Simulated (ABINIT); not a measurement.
# Beyond one shot: GaN (P6_3mc), part 2 of 2

How far does self-consistency move the gap of GaN (P6_3mc)?

ABINIT 10.8.3; PBE and many-body steps on it, plane waves. Known limits of the many-body steps: not at the basis limit; no spin-orbit coupling.

So far. Step 7 (evGW0, cycle 3): Against the cycle before, the gap moves by −0.004 eV. Step 10 (evGW, cycle 1): Against G0W0 in ABINIT (6×6×4 mesh, 81 bands, screening to 130.6 eV, Godby-Needs plasmon pole), the gap moves by +0.391 eV.

The database entry behind the starting cell differs from later determinations by our own check (about 0.3 % short, ideal inner coordinate), so it need not match the best structure at ambient conditions.

**13. evGW, cycle 2**

This step: evGW on PBE, plane waves, norm-conserving pseudopotentials.

File run.abi:

```
acell 3*1.0 Angstrom
rprim 
  3.179999999980 0.000000000005 0.000000000000
  -1.589999999994 2.753960784015 0.000000000000
  0.000000000000 0.000000000000 5.166000000000
ntypat 2
znucl 31 7
natom 4
typat 1 1 2 2
xred 
  0.333333333333 0.666666666667 0.000000000000
  0.666666666667 0.333333333333 0.500000000000
  0.333333333333 0.666666666667 0.375000000000
  0.666666666667 0.333333333333 0.875000000000
pp_dirpath "pseudos"
pseudos "Ga.upf, N.upf"
ecut 45
ngkpt 6 6 4
nshiftk 1
shiftk 0 0 0
kptopt 1
chksymbreak 0
istwfk *1
occopt 1
irdwfk 1
optdriver 4
nband 81
gwcalctyp 10
ecutsigx 45
symsigma 1
nkptgw 21
kptgw 
  0.0000000000 0.0000000000 0.0000000000
  0.1666666667 0.0000000000 0.0000000000
  0.3333333333 0.0000000000 0.0000000000
  0.5000000000 0.0000000000 0.0000000000
  0.1666666667 0.1666666667 0.0000000000
  0.3333333333 0.1666666667 0.0000000000
  0.3333333333 0.3333333333 0.0000000000
  0.0000000000 0.0000000000 0.2500000000
  0.1666666667 0.0000000000 0.2500000000
  0.3333333333 0.0000000000 0.2500000000
  0.5000000000 0.0000000000 0.2500000000
  0.1666666667 0.1666666667 0.2500000000
  0.3333333333 0.1666666667 0.2500000000
  0.3333333333 0.3333333333 0.2500000000
  0.0000000000 0.0000000000 0.5000000000
  0.1666666667 0.0000000000 0.5000000000
  0.3333333333 0.0000000000 0.5000000000
  0.5000000000 0.0000000000 0.5000000000
  0.1666666667 0.1666666667 0.5000000000
  0.3333333333 0.1666666667 0.5000000000
  0.3333333333 0.3333333333 0.5000000000
bdgw 
  21 40
  21 40
  21 40
  21 40
  21 40
  21 40
  21 40
  21 40
  21 40
  21 40
  21 40
  21 40
  21 40
  21 40
  21 40
  21 40
  21 40
  21 40
  21 40
  21 40
  21 40
ecuteps 4.8
irdscr 1
ppmodel 1
irdqps 1
indata_prefix "in"
outdata_prefix "out"
tmpdata_prefix "tmp"
```

The run is started by

```bash
$ OMP_NUM_THREADS=1 mpirun -n 4 abinit run.abi > log
```

Elapsed: 14 min, on 4 MPI ranks of Arm Neoverse V1, shared host; peak memory 3.6 GiB; 55 min of CPU time.

This step gave:

```yaml
quasiparticle_gap_on_the_mesh: 3.251 eV
gap_of_the_density_functional_on_the_mesh: 1.995 eV
k_of_the_valence_top: 0, 0, 0
k_of_the_conduction_bottom: 0, 0, 0
least_direct_quasiparticle_gap_on_the_computed_points: 3.251 eV
```

Against the cycle before, the gap moves by +0.028 eV.

**14. Screening, 6×6×4 mesh, 81 bands, screening to 130.6 eV**

This step: RPA screening on PBE, plane waves, norm-conserving pseudopotentials.

File run.abi:

```
acell 3*1.0 Angstrom
rprim 
  3.179999999980 0.000000000005 0.000000000000
  -1.589999999994 2.753960784015 0.000000000000
  0.000000000000 0.000000000000 5.166000000000
ntypat 2
znucl 31 7
natom 4
typat 1 1 2 2
xred 
  0.333333333333 0.666666666667 0.000000000000
  0.666666666667 0.333333333333 0.500000000000
  0.333333333333 0.666666666667 0.375000000000
  0.666666666667 0.333333333333 0.875000000000
pp_dirpath "pseudos"
pseudos "Ga.upf, N.upf"
ecut 45
ngkpt 6 6 4
nshiftk 1
shiftk 0 0 0
kptopt 1
chksymbreak 0
istwfk *1
occopt 1
irdwfk 1
optdriver 3
nband 81
ecuteps 4.8
inclvkb 2
awtr 1
symchi 1
gwcalctyp 10
mbpt_sciss 1.666 eV
nqptdm 1
qptdm 
  0 0 0
indata_prefix "in"
outdata_prefix "out"
tmpdata_prefix "tmp"
```

The job ended after 21 s (4 MPI ranks; peak memory 1.6 GiB; 83 s of CPU time).

Numbers from this step:

```yaml
eps_infinity_with_local_fields_on_this_mesh_along_the_program_s_q_direction: 4.817
the_same_without_local_fields: 5.114
plasma_frequency: 39.81 eV
plane_waves_in_the_screening_matrix: 147
```

This screening uses the functional's bands under a rigid shift, the mean opening of the cycle before.

**15. Screening, 6×6×4 mesh, 81 bands, screening to 130.6 eV**

This step: RPA screening on PBE from quasiparticle energies, plane waves, norm-conserving pseudopotentials.

run.abi: that of step 14 with these lines changed.

```diff
@@ -31,7 +31,26 @@
 symchi 1
+irdqps 1
 gwcalctyp 10
-mbpt_sciss 1.666 eV
-nqptdm 1
+nqptdm 20
 qptdm 
-  0 0 0
+  0.1666666667 0.0000000000 0.0000000000
+  0.3333333333 0.0000000000 0.0000000000
+  0.5000000000 0.0000000000 0.0000000000
+  0.1666666667 0.1666666667 0.0000000000
+  0.3333333333 0.1666666667 0.0000000000
+  0.3333333333 0.3333333333 0.0000000000
+  0.0000000000 0.0000000000 0.2500000000
+  0.1666666667 0.0000000000 0.2500000000
+  0.3333333333 0.0000000000 0.2500000000
+  0.5000000000 0.0000000000 0.2500000000
+  0.1666666667 0.1666666667 0.2500000000
+  0.3333333333 0.1666666667 0.2500000000
+  0.3333333333 0.3333333333 0.2500000000
+  0.0000000000 0.0000000000 0.5000000000
+  0.1666666667 0.0000000000 0.5000000000
+  0.3333333333 0.0000000000 0.5000000000
+  0.5000000000 0.0000000000 0.5000000000
+  0.1666666667 0.1666666667 0.5000000000
+  0.3333333333 0.1666666667 0.5000000000
+  0.3333333333 0.3333333333 0.5000000000
 indata_prefix "in"
```

File mrgscr.stdin:

```
2
merged
q0_SCR
out_SCR
1
```

The run is started by

```bash
$ OMP_NUM_THREADS=1 mpirun -n 4 abinit run.abi > log; mrgscr < mrgscr.stdin
```

Wall time 3.5 min (4 MPI ranks); peak memory 1.7 GiB.

This step gave:

* plasma frequency: 39.81 eV
* plane waves in the screening matrix: 147

This screening reads the quasiparticle levels of the cycle before.

**16. evGW, cycle 3**

This step: evGW on PBE, plane waves, norm-conserving pseudopotentials.

run.abi: that of step 15 with these lines changed.

```diff
@@ -25,12 +25,10 @@
 irdwfk 1
-optdriver 3
+optdriver 4
 nband 81
-ecuteps 4.8
-inclvkb 2
-awtr 1
-symchi 1
-irdqps 1
 gwcalctyp 10
-nqptdm 20
-qptdm 
+ecutsigx 45
+symsigma 1
+nkptgw 21
+kptgw 
+  0.0000000000 0.0000000000 0.0000000000
   0.1666666667 0.0000000000 0.0000000000
@@ -55,2 +53,28 @@
   0.3333333333 0.3333333333 0.5000000000
+bdgw 
+  21 40
+  21 40
+  21 40
+  21 40
+  21 40
+  21 40
+  21 40
+  21 40
+  21 40
+  21 40
+  21 40
+  21 40
+  21 40
+  21 40
+  21 40
+  21 40
+  21 40
+  21 40
+  21 40
+  21 40
+  21 40
+ecuteps 4.8
+irdscr 1
+ppmodel 1
+irdqps 1
 indata_prefix "in"
```

The run is started by

```bash
$ OMP_NUM_THREADS=1 mpirun -n 4 abinit run.abi > log
```

The job ended after 14 min (4 MPI ranks; peak memory 3.6 GiB; 56 min of CPU time).

This step gave:

| Item | Value |
| --- | --- |
| quasiparticle gap on the mesh | 3.255 eV |
| gap of the density functional on the mesh | 1.995 eV |
| k of the valence top | 0, 0, 0 |
| k of the conduction bottom | 0, 0, 0 |
| least direct quasiparticle gap on the computed points | 3.255 eV |

Against the cycle before, the gap moves by +0.004 eV.

**17. Side by side**

Times are wall times on 4 MPI ranks of Arm Neoverse V1, shared host, good to a factor of about two. A run's time includes the screening step that it read.

```
           run   mesh  bands  screening cutoff (eV)  DFT gap (eV)  gap on the mesh (eV)  direct (eV)  ε∞ used     time
          G0W0  6×6×4     81                  130.6         1.995                 2.832        2.832     5.77  3.9 min
evGW0, cycle 1  6×6×4     81                  130.6         1.995                 3.012        3.012     5.77   18 min
evGW0, cycle 2  6×6×4     81                  130.6         1.995                 2.970        2.970     5.77   18 min
evGW0, cycle 3  6×6×4     81                  130.6         1.995                 2.966        2.966     5.77   18 min
 evGW, cycle 1  6×6×4     81                  130.6         1.995                 3.223        3.223     4.97   18 min
 evGW, cycle 2  6×6×4     81                  130.6         1.995                 3.251        3.251     4.83   18 min
 evGW, cycle 3  6×6×4     81                  130.6         1.995                 3.255        3.255     4.82   18 min
```

**18. Results**

```yaml
g0w0: 2.832 eV
evgw0_cycle_1: 3.012 eV
evgw0_cycle_2: 2.970 eV
evgw0_cycle_3: 2.966 eV
evgw_cycle_1: 3.223 eV
evgw_cycle_2: 3.251 eV
evgw_cycle_3: 3.255 eV
known_limits: not at the basis limit; no spin-orbit coupling
```

**Reading.** Only the bands that the input lists are updated; the others, empty or deep, keep the functional's energies or take a rigid shift. The evGW loop starts from the last levels of evGW0, so its cycles and time come on top of those. evGW0 ends at 2.97 eV, +0.13 eV from G0W0, after 3 cycles that took 42 min beside the first screening; the last moved the gap by 0.004 eV. evGW ends at 3.25 eV, +0.42 eV from G0W0, after 3 cycles that took 54 min beside the first screening; the last moved the gap by 0.004 eV. The first cycle of evGW0 takes the full correction, without the factor Z, so it overshoots the one-shot value. Bands and cutoff are finite, so the gap is not at the basis limit. The miss can reach some tenths of an eV and take either sign; the mesh is an error of its own. In the updated screening the q = 0 part is built from Kohn-Sham bands under a rigid shift, the other q from the quasiparticle levels. The many-body steps are scalar-relativistic: spin-orbit coupling is not in them.

[Paths, hosts, dates, memory and timing lines, banners, echoed tables and standing remarks are left out of the program output.]

[Logs are printed without paths, hosts, clocks, repeated set-up lines and the standing remarks that a program may print on its own settings, such as how far it seeks lower states.]

[Runs of the session that timed out or met a known fault of the program may be left out.]

[Hosts, paths, dates, database ids (printed as entryN), source tags and the programs' standing remarks are cut or masked in the printed files.]

[G0W0 gaps are taken among the corrected bands and points alone; a level outside them can change the order at an edge.]

[Where Ansatz stands beside ABINIT at settings called matched, ABINIT's density can come from a denser mesh and the files from another edition; pairs whose starting gaps differed by over 0.03 eV were left out, so agreement reads better than it is.]
